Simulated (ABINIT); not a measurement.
# A GW chain in ABINIT: Ba2H3I (P-3m1), part 2 of 3

Wanted: ground state, empty states, screening and self-energy for Ba2H3I (P-3m1).

ABINIT 10.8.3; LDA and many-body steps on it, plane waves. Known limits of the many-body steps: not at the basis limit; no spin-orbit coupling; coarse k mesh.

So far. Step 2 (Ground state): The gap is indirect, with the least direct gap 0.36 eV higher.

### Step 3. Bands along the symmetry lines

Level of this step: DFT, LDA, plane waves, norm-conserving pseudopotentials (ABINIT).

The cheap functional maps the bands first; the places of the edges decide which points the dearer methods must see.

run.abi

```
acell 3*1.0 Angstrom
rprim 
  4.536403231722 0.000000000020 0.000000000000
  -2.268201615878 3.928640440471 0.000000000000
  0.000000000000 0.000000000000 8.119554120000
ntypat 3
znucl 56 1 53
natom 6
typat 1 1 2 2 2 3
xred 
  0.666666666667 0.333333333333 0.684719380000
  0.333333333333 0.666666666667 0.315280620000
  0.666666666667 0.333333333333 0.356100520000
  0.333333333333 0.666666666667 0.643899480000
  0.000000000000 0.000000000000 0.500000000000
  0.000000000000 0.000000000000 0.000000000000
pp_dirpath "pseudos"
pseudos "Ba.upf, H.upf, I.upf"
ecut 31
iscf -2
irdden 1
kptopt 0
nkpt 75
kpt 
  0.00000000 0.00000000 0.00000000
  0.06250000 0.00000000 0.00000000
  0.12500000 0.00000000 0.00000000
  0.18750000 0.00000000 0.00000000
  0.25000000 0.00000000 0.00000000
  0.31250000 0.00000000 0.00000000
  0.37500000 0.00000000 0.00000000
  0.43750000 0.00000000 0.00000000
  0.50000000 0.00000000 0.00000000
  0.47916667 0.04166667 0.00000000
  0.45833333 0.08333333 0.00000000
  0.43750000 0.12500000 0.00000000
  0.41666666 0.16666666 0.00000000
  0.39583333 0.20833333 0.00000000
  0.37500000 0.25000000 0.00000000
  0.35416666 0.29166666 0.00000000
  0.33333333 0.33333333 0.00000000
  0.29166666 0.29166666 0.00000000
  0.25000000 0.25000000 0.00000000
  0.20833333 0.20833333 0.00000000
  0.16666666 0.16666666 0.00000000
  0.12500000 0.12500000 0.00000000
  0.08333333 0.08333333 0.00000000
  0.04166667 0.04166667 0.00000000
  0.00000000 0.00000000 0.00000000
  0.00000000 0.00000000 0.06250000
  0.00000000 0.00000000 0.12500000
  0.00000000 0.00000000 0.18750000
  0.00000000 0.00000000 0.25000000
  0.00000000 0.00000000 0.31250000
  0.00000000 0.00000000 0.37500000
  0.00000000 0.00000000 0.43750000
  0.00000000 0.00000000 0.50000000
  0.06250000 0.00000000 0.50000000
  0.12500000 0.00000000 0.50000000
  0.18750000 0.00000000 0.50000000
  0.25000000 0.00000000 0.50000000
  0.31250000 0.00000000 0.50000000
  0.37500000 0.00000000 0.50000000
  0.43750000 0.00000000 0.50000000
  0.50000000 0.00000000 0.50000000
  0.47916667 0.04166667 0.50000000
  0.45833333 0.08333333 0.50000000
  0.43750000 0.12500000 0.50000000
  0.41666666 0.16666666 0.50000000
  0.39583333 0.20833333 0.50000000
  0.37500000 0.25000000 0.50000000
  0.35416666 0.29166666 0.50000000
  0.33333333 0.33333333 0.50000000
  0.29166666 0.29166666 0.50000000
  0.25000000 0.25000000 0.50000000
  0.20833333 0.20833333 0.50000000
  0.16666666 0.16666666 0.50000000
  0.12500000 0.12500000 0.50000000
  0.08333333 0.08333333 0.50000000
  0.04166667 0.04166667 0.50000000
  0.00000000 0.00000000 0.50000000
  0.50000000 0.00000000 0.50000000
  0.50000000 0.00000000 0.43750000
  0.50000000 0.00000000 0.37500000
  0.50000000 0.00000000 0.31250000
  0.50000000 0.00000000 0.25000000
  0.50000000 0.00000000 0.18750000
  0.50000000 0.00000000 0.12500000
  0.50000000 0.00000000 0.06250000
  0.50000000 -0.00000000 0.00000000
  0.33333333 0.33333333 0.50000000
  0.33333333 0.33333333 0.43750000
  0.33333333 0.33333333 0.37500000
  0.33333333 0.33333333 0.31250000
  0.33333333 0.33333333 0.25000000
  0.33333333 0.33333333 0.18750000
  0.33333333 0.33333333 0.12500000
  0.33333333 0.33333333 0.06250000
  0.33333333 0.33333333 0.00000000
istwfk *1
nband 22
nbdbuf 2
tolwfr 1e-08
nstep 40
prtwf 0
prtvol 0
indata_prefix "in"
outdata_prefix "out"
tmpdata_prefix "tmp"
```

Launch:

```bash
$ OMP_NUM_THREADS=1 mpirun -n 4 abinit run.abi > log
```

Numbers of over 12 decimals in the logs are rounded to 6 here.

The log of the run:

```text
.Version 10.8.3 of ABINIT. v10.8.2 released Aug 2026.

 Symmetries : space group P-3 m 1 (#164); Bravais hP (primitive hexag.)
[... echo of the input left out ...]
== DATASET  1 ==================================================================
-   mpi_nproc: 4, omp_nthreads: 1 (-1 if OMP is not activated)

--- !DatasetInfo
iteration_state: {dtset: 1, }
dimensions: {natom: 6, nkpt: 75, mband: 22, nsppol: 1, nspinor: 1, nspden: 1, mpw: 8102, }
cutoff_energies: {ecut:  31.0, pawecutdg:  -1.0, }
electrons: {nelect:   3.00000000E+01, charge:   0.00000000E+00, occopt:   1.00000000E+00, tsmear:   1.00000000E-02, }

 Real(R)+Recip(G) space primitive vectors, cartesian coordinates (Bohr,Bohr^-1):
 R(1)=  8.5725597  0.0000000  0.0000000  G(1)=  0.1166513  0.0673486  0.0000000
 R(2)= -4.2862799  7.4240545  0.0000000  G(2)=  0.0000000  0.1346973  0.0000000
 R(3)=  0.0000000  0.0000000 15.3437336  G(3)=  0.0000000  0.0000000  0.0651732
 Unit cell volume ucvol=  9.7652354E+02 bohr^3
 Angles (23,13,12)=  9.00000000E+01  9.00000000E+01  1.20000000E+02 degrees

 getcut: wavevector=  0.0000  0.0000  0.0000  ngfft=  45  45  80
         ecut(hartree)=     31.000   => boxcut(ratio)=   2.04784

--- Pseudopotential description ------------------------------------------------
- Ba Generated using ONCVPSP code by D. R. Hamann
- 56.00000  10.00000  180309                  znucl, zion, pspdat
12 -1012 2 -1 1912                            pspcod,pspxc,lmax,lloc,mmax
     nproj     2     2     2
  pspatm : epsatm=   25.95172157
         --- l  ekb(1:nproj) -->
             0    6.668455    0.685657
             1    5.046948    0.410312
             2    2.551809    0.419281
 pspatm: atomic psp has been read  and splines computed

- H Generated using ONCVPSP code by D. R. Hamann
-  1.00000   1.00000  180309                  znucl, zion, pspdat
12 -1012 1 -1 1180                            pspcod,pspxc,lmax,lloc,mmax
     nproj     2     1     0
  pspatm : epsatm=    0.35439867
         --- l  ekb(1:nproj) -->
[...]
1   -0.275071
 pspatm: atomic psp has been read  and splines computed

- I Generated using ONCVPSP code by D. R. Hamann
- 53.00000   7.00000  180309                  znucl, zion, pspdat
12 -1012 2 -1 1182                            pspcod,pspxc,lmax,lloc,mmax
     nproj     2     2     2
  pspatm : epsatm=   17.18700033
         --- l  ekb(1:nproj) -->
[...]
pspatm: atomic psp has been read  and splines computed

--------------------------------------------------------------------------------

================================================================================
 prteigrs : about to open file out_EIG
 Non-SCF case, kpt    1 (  0.00000  0.00000  0.00000), residuals and eigenvalues=
  5.10E-09  2.70E-09  2.16E-09  3.44E-09  2.06E-09  7.57E-09  3.96E-09  4.69E-09
[...]
2.4796E-01  2.6050E-01  2.7610E-01  2.9214E-01
[...]
Non-SCF case, kpt   74 (  0.33333  0.33333  0.06250), residuals and eigenvalues=
[...]
Non-SCF case, kpt   75 (  0.33333  0.33333  0.00000), residuals and eigenvalues=
[...]
--- !ResultsGS
iteration_state: {dtset: 1, }
comment   : Summary of ground state results
lattice_vectors:
- [  8.5725597,   0.0000000,   0.0000000, ]
- [ -4.2862799,   7.4240545,   0.0000000, ]
- [  0.0000000,   0.0000000,  15.3437336, ]
lattice_lengths: [   8.57256,    8.57256,   15.34373, ]
lattice_angles: [ 90.000,  90.000, 120.000, ] # degrees, (23, 13, 12)
lattice_volume:   9.7652354E+02
convergence: {deltae:  0.000E+00, res2:  0.000E+00, residm:  9.964E-09, diffor:  0.000E+00, }
etotal    :  -7.12747994E+01
entropy   :   0.00000000E+00
fermie    :   1.44718785E-01
cartesian_stress_tensor: null
pressure_GPa: null
xred      :
- [  6.6667E-01,   3.3333E-01,   6.8472E-01, Ba]
- [  3.3333E-01,   6.6667E-01,   3.1528E-01, Ba]
- [  6.6667E-01,   3.3333E-01,   3.5610E-01,  H]
- [  3.3333E-01,   6.6667E-01,   6.4390E-01,  H]
- [  0.0000E+00,   0.0000E+00,   5.0000E-01,  H]
- [  0.0000E+00,   0.0000E+00,   0.0000E+00,  I]
cartesian_forces: null
force_length_stats: {min: null, max: null, mean: null, }

 Integrated electronic density in atomic spheres:
 ------------------------------------------------
 Atom  Sphere_radius  Integrated_density
[...]
================================================================================

 ----iterations are completed or convergence reached----

 Mean square residual over all n,k,spin=   52.452E-10; max=  99.638E-10
 reduced coordinates (array xred) for    6 atoms
[...]
0.000000000000      0.000000000000      0.500000000000
       0.000000000000      0.000000000000      0.000000000000

 cartesian coordinates (angstrom) at end:
[...]
5      0.000000     0.000000     4.059777
    6      0.000000     0.000000     0.000000
 length scales=  1.889726125908  1.889726125908  1.889726125908 bohr
              =  1.000000000000  1.000000000000  1.000000000000 angstroms
 prteigrs : about to open file out_EIG
 Eigenvalues (hartree) for nkpt=  75  k points:
 kpt#   1, nband= 22, wtk=  1.00000, kpt=  0.0000  0.0000  0.0000 (reduced coord)
[...]
kpt#   2, nband= 22, wtk=  1.00000, kpt=  0.0625  0.0000  0.0000 (reduced coord)
[...]
kpt#   3, nband= 22, wtk=  1.00000, kpt=  0.1250  0.0000  0.0000 (reduced coord)
[...]
kpt#  74, nband= 22, wtk=  1.00000, kpt=  0.3333  0.3333  0.0625 (reduced coord)
[...]
0.22838    0.25192    0.29789    0.31351    0.31351    0.35942
 kpt#  75, nband= 22, wtk=  1.00000, kpt=  0.3333  0.3333  0.0000 (reduced coord)
  -0.86397   -0.86397   -0.34657   -0.33088   -0.33088   -0.31729   -0.31480   -0.31480
  -0.31291    0.01575    0.01575    0.02480    0.07012    0.07601    0.07601    0.22767
   0.22767    0.25163    0.29811    0.31400    0.31400    0.36067

== END DATASET(S) ==============================================================
================================================================================

 -outvars: echo values of variables after computation  --------
            nband          22
             nkpt          75
          spgroup         164
 [... the other variables as echoed above ...]

 Calculation completed.
```

Run time: 79 s. Hardware: 4 MPI ranks of Arm Neoverse V1, shared host; peak memory 0.51 GiB; 5.3 min of CPU time.

This step gave:

- gap: 1.962 eV
- k of the valence top: 0, 0, 0.5
- k of the conduction bottom: 0.5, 0, 0.5
- least direct gap: 2.324 eV

The gap is 1.962 eV, as in the run before at this level.

Electronic bands along the path, in eV, zero at the top of the highest filled band:

| point | band 12 | band 13 | band 14 | band 15 | band 16 | band 17 | band 18 | band 19 |
| --- | --- | --- | --- | --- | --- | --- | --- | --- |
| Γ | -2.39 | -2.39 | -2.23 | -0.05 | 2.42 | 2.50 | 2.50 | 2.59 |
| halfway | -2.65 | -2.58 | -2.27 | -1.13 | 2.83 | 2.85 | 3.03 | 3.15 |
| M | -2.76 | -2.33 | -1.93 | -1.77 | 2.57 | 3.04 | 3.22 | 3.58 |
| halfway | -3.04 | -2.15 | -1.94 | -1.81 | 2.33 | 2.80 | 2.92 | 3.77 |
| K | -3.26 | -2.03 | -1.87 | -1.87 | 2.26 | 2.26 | 2.91 | 4.17 |
| halfway | -2.72 | -2.54 | -2.25 | -1.32 | 2.74 | 2.86 | 3.04 | 3.06 |
| Γ | -2.39 | -2.39 | -2.23 | -0.05 | 2.42 | 2.50 | 2.50 | 2.59 |
| halfway | -2.40 | -2.40 | -2.25 | -0.03 | 2.40 | 2.40 | 2.47 | 2.81 |
| A | -2.41 | -2.41 | -2.31 | 0.00 | 2.32 | 2.32 | 2.44 | 3.11 |
| halfway | -2.57 | -2.48 | -2.28 | -1.23 | 2.12 | 2.56 | 2.85 | 3.43 |
| L | -2.73 | -2.19 | -2.11 | -1.90 | 1.96 | 2.69 | 2.86 | 4.34 |
| halfway | -3.06 | -2.07 | -2.05 | -1.94 | 2.48 | 2.76 | 2.87 | 4.21 |
| H | -3.30 | -2.02 | -1.94 | -1.94 | 2.92 | 2.92 | 3.09 | 4.33 |
| halfway | -2.81 | -2.40 | -2.22 | -1.41 | 1.99 | 2.97 | 2.99 | 3.27 |
| A | -2.41 | -2.41 | -2.31 | 0.00 | 2.32 | 2.32 | 2.44 | 3.11 |
| jump to L | -2.73 | -2.19 | -2.11 | -1.90 | 1.96 | 2.69 | 2.86 | 4.34 |
| halfway | -2.74 | -2.29 | -1.94 | -1.89 | 2.24 | 2.90 | 2.93 | 3.73 |
| M | -2.76 | -2.33 | -1.93 | -1.77 | 2.57 | 3.04 | 3.22 | 3.58 |
| jump to H | -3.30 | -2.02 | -1.94 | -1.94 | 2.92 | 2.92 | 3.09 | 4.33 |
| halfway | -3.28 | -2.02 | -1.91 | -1.91 | 2.54 | 2.54 | 3.01 | 4.15 |
| K | -3.26 | -2.03 | -1.87 | -1.87 | 2.26 | 2.26 | 2.91 | 4.17 |

### Step 4. Empty states on the mesh, 3×3×1 mesh, 120 bands

The sums over transitions need many empty states on a uniform mesh; this step solves for them.

run.abi

```
acell 3*1.0 Angstrom
rprim 
  4.536403231722 0.000000000020 0.000000000000
  -2.268201615878 3.928640440471 0.000000000000
  0.000000000000 0.000000000000 8.119554120000
ntypat 3
znucl 56 1 53
natom 6
typat 1 1 2 2 2 3
xred 
  0.666666666667 0.333333333333 0.684719380000
  0.333333333333 0.666666666667 0.315280620000
  0.666666666667 0.333333333333 0.356100520000
  0.333333333333 0.666666666667 0.643899480000
  0.000000000000 0.000000000000 0.500000000000
  0.000000000000 0.000000000000 0.000000000000
pp_dirpath "pseudos"
pseudos "Ba.upf, H.upf, I.upf"
ecut 31
ngkpt 3 3 1
nshiftk 1
shiftk 0 0 0
kptopt 1
chksymbreak 0
iscf -2
irdden 1
istwfk *1
nband 120
nbdbuf 10
tolwfr 1e-09
nstep 60
prtvol 0
indata_prefix "in"
outdata_prefix "out"
tmpdata_prefix "tmp"
```

The log of the run:

```text
.Version 10.8.3 of ABINIT. v10.8.2 released Aug 2026.

 Symmetries : space group P-3 m 1 (#164); Bravais hP (primitive hexag.)
[... echo of the input left out ...]
== DATASET  1 ==================================================================
-   mpi_nproc: 4, omp_nthreads: 1 (-1 if OMP is not activated)
-    --> not optimal distribution: autoparal keyword recommended in input file <--

--- !DatasetInfo
iteration_state: {dtset: 1, }
dimensions: {natom: 6, nkpt: 3, mband: 120, nsppol: 1, nspinor: 1, nspden: 1, mpw: 8061, }
cutoff_energies: {ecut:  31.0, pawecutdg:  -1.0, }
electrons: {nelect:   3.00000000E+01, charge:   0.00000000E+00, occopt:   1.00000000E+00, tsmear:   1.00000000E-02, }

 Real(R)+Recip(G) space primitive vectors, cartesian coordinates (Bohr,Bohr^-1):
 R(1)=  8.5725597  0.0000000  0.0000000  G(1)=  0.1166513  0.0673486  0.0000000
 R(2)= -4.2862799  7.4240545  0.0000000  G(2)=  0.0000000  0.1346973  0.0000000
 R(3)=  0.0000000  0.0000000 15.3437336  G(3)=  0.0000000  0.0000000  0.0651732
 Unit cell volume ucvol=  9.7652354E+02 bohr^3
 Angles (23,13,12)=  9.00000000E+01  9.00000000E+01  1.20000000E+02 degrees

 getcut: wavevector=  0.0000  0.0000  0.0000  ngfft=  45  45  80
         ecut(hartree)=     31.000   => boxcut(ratio)=   2.04784

--- Pseudopotential description ------------------------------------------------
- Ba Generated using ONCVPSP code by D. R. Hamann
- 56.00000  10.00000  180309                  znucl, zion, pspdat
12 -1012 2 -1 1912                            pspcod,pspxc,lmax,lloc,mmax
     nproj     2     2     2
  pspatm : epsatm=   25.95172157
         --- l  ekb(1:nproj) -->
             0    6.668455    0.685657
             1    5.046948    0.410312
             2    2.551809    0.419281
 pspatm: atomic psp has been read  and splines computed

- H Generated using ONCVPSP code by D. R. Hamann
-  1.00000   1.00000  180309                  znucl, zion, pspdat
12 -1012 1 -1 1180                            pspcod,pspxc,lmax,lloc,mmax
     nproj     2     1     0
  pspatm : epsatm=    0.35439867
         --- l  ekb(1:nproj) -->
[...]
1   -0.275071
 pspatm: atomic psp has been read  and splines computed

- I Generated using ONCVPSP code by D. R. Hamann
- 53.00000   7.00000  180309                  znucl, zion, pspdat
12 -1012 2 -1 1182                            pspcod,pspxc,lmax,lloc,mmax
     nproj     2     2     2
  pspatm : epsatm=   17.18700033
         --- l  ekb(1:nproj) -->
[...]
pspatm: atomic psp has been read  and splines computed

--------------------------------------------------------------------------------

================================================================================
 prteigrs : about to open file out_EIG
 Non-SCF case, kpt    1 (  0.00000  0.00000  0.00000), residuals and eigenvalues=
  2.80E-10  2.33E-10  3.44E-10  6.03E-10  1.93E-10  2.85E-10  2.73E-10  2.61E-10
  5.72E-10  4.29E-10  3.04E-10  3.85E-10  6.58E-10  6.97E-10  7.23E-10  4.90E-10
  1.16E-10  5.99E-10  2.00E-10  2.94E-10  2.24E-10  5.92E-10  2.44E-10  2.98E-10
[...]
-8.6664E-01 -8.6348E-01 -3.5862E-01 -3.1490E-01 -3.1484E-01 -3.1484E-01
 -3.1385E-01 -3.1023E-01 -3.1023E-01  4.1066E-03  9.2767E-03  5.6982E-02
  5.6982E-02  6.2810E-02  1.4282E-01  2.3366E-01  2.3654E-01  2.3654E-01
[...]
1.4676E+00  1.4788E+00  1.5016E+00  1.5016E+00  1.5113E+00  1.5129E+00
  1.5129E+00  1.5277E+00  1.5277E+00  1.5519E+00  1.5530E+00  1.5629E+00
 prteigrs : prtvol=0 or 1, do not print more k-points.

--- !ResultsGS
iteration_state: {dtset: 1, }
comment   : Summary of ground state results
lattice_vectors:
- [  8.5725597,   0.0000000,   0.0000000, ]
- [ -4.2862799,   7.4240545,   0.0000000, ]
- [  0.0000000,   0.0000000,  15.3437336, ]
lattice_lengths: [   8.57256,    8.57256,   15.34373, ]
lattice_angles: [ 90.000,  90.000, 120.000, ] # degrees, (23, 13, 12)
lattice_volume:   9.7652354E+02
convergence: {deltae:  0.000E+00, res2:  0.000E+00, residm:  9.975E-10, diffor:  0.000E+00, }
etotal    :  -7.12747994E+01
entropy   :   0.00000000E+00
fermie    :   1.44718785E-01
cartesian_stress_tensor: null
pressure_GPa: null
xred      :
- [  6.6667E-01,   3.3333E-01,   6.8472E-01, Ba]
- [  3.3333E-01,   6.6667E-01,   3.1528E-01, Ba]
- [  6.6667E-01,   3.3333E-01,   3.5610E-01,  H]
- [  3.3333E-01,   6.6667E-01,   6.4390E-01,  H]
- [  0.0000E+00,   0.0000E+00,   5.0000E-01,  H]
- [  0.0000E+00,   0.0000E+00,   0.0000E+00,  I]
cartesian_forces: null
force_length_stats: {min: null, max: null, mean: null, }

 Integrated electronic density in atomic spheres:
 ------------------------------------------------
 Atom  Sphere_radius  Integrated_density
[...]
================================================================================

 ----iterations are completed or convergence reached----

 Mean square residual over all n,k,spin=   46.695E-11; max=  99.749E-11
 reduced coordinates (array xred) for    6 atoms
[...]
0.000000000000      0.000000000000      0.500000000000
       0.000000000000      0.000000000000      0.000000000000

 cartesian coordinates (angstrom) at end:
    1      2.268202     1.309547     5.559616
    2     -1.133e-11     2.619094     2.559938
    3      2.268202     1.309547     2.891377
    4     -1.133e-11     2.619094     5.228177
    5      0.000000     0.000000     4.059777
    6      0.000000     0.000000     0.000000
 length scales=  1.889726125908  1.889726125908  1.889726125908 bohr
              =  1.000000000000  1.000000000000  1.000000000000 angstroms
 prteigrs : about to open file out_EIG
 Eigenvalues (hartree) for nkpt=   3  k points:
 kpt#   1, nband=120, wtk=  0.11111, kpt=  0.0000  0.0000  0.0000 (reduced coord)
[...]
1.39699    1.42267    1.45130    1.45130    1.46757    1.47881    1.50157    1.50157
   1.51135    1.51287    1.51287    1.52770    1.52773    1.55191    1.55304    1.56295
 prteigrs : prtvol=0 or 1, do not print more k-points.

== END DATASET(S) ==============================================================
================================================================================

 -outvars: echo values of variables after computation  --------
            nband         120
             nkpt           3
          spgroup         164
 [... the other variables as echoed above ...]

 Calculation completed.
```

It took 42 s on 4 MPI ranks; peak memory 0.38 GiB; 2.8 min of CPU time.

Numbers from this step:

| Quantity | Value |
| --- | --- |
| gap | 2.309 eV |
| k of the valence top | 0, 0, 0 |
| k of the conduction bottom | 0.3333, 0.3333, 0 |
| least direct gap | 2.472 eV |
| k points computed | 3 |
| lowest point of the top converged band, above the valence top | 36.35 eV |

On this mesh the gap is 2.309 eV. The earlier step found 1.962 eV, so this mesh misses an edge.

(Continued in part 3 of 3.)

[Paths, hosts, dates, memory and timing lines, banners, echoed tables and standing remarks are left out of the program output.]

[Logs are printed without paths, hosts, clocks, repeated set-up lines and the standing remarks that a program may print on its own settings, such as how far it seeks lower states.]

[Runs of the session that timed out or met a known fault of the program may be left out.]

[Hosts, paths, dates, database ids (printed as entryN), source tags and the programs' standing remarks are cut or masked in the printed files.]

[G0W0 gaps are taken among the corrected bands and points alone; a level outside them can change the order at an edge.]

[Where Ansatz stands beside ABINIT at settings called matched, ABINIT's density can come from a denser mesh and the files from another edition; pairs whose starting gaps differed by over 0.03 eV were left out, so agreement reads better than it is.]
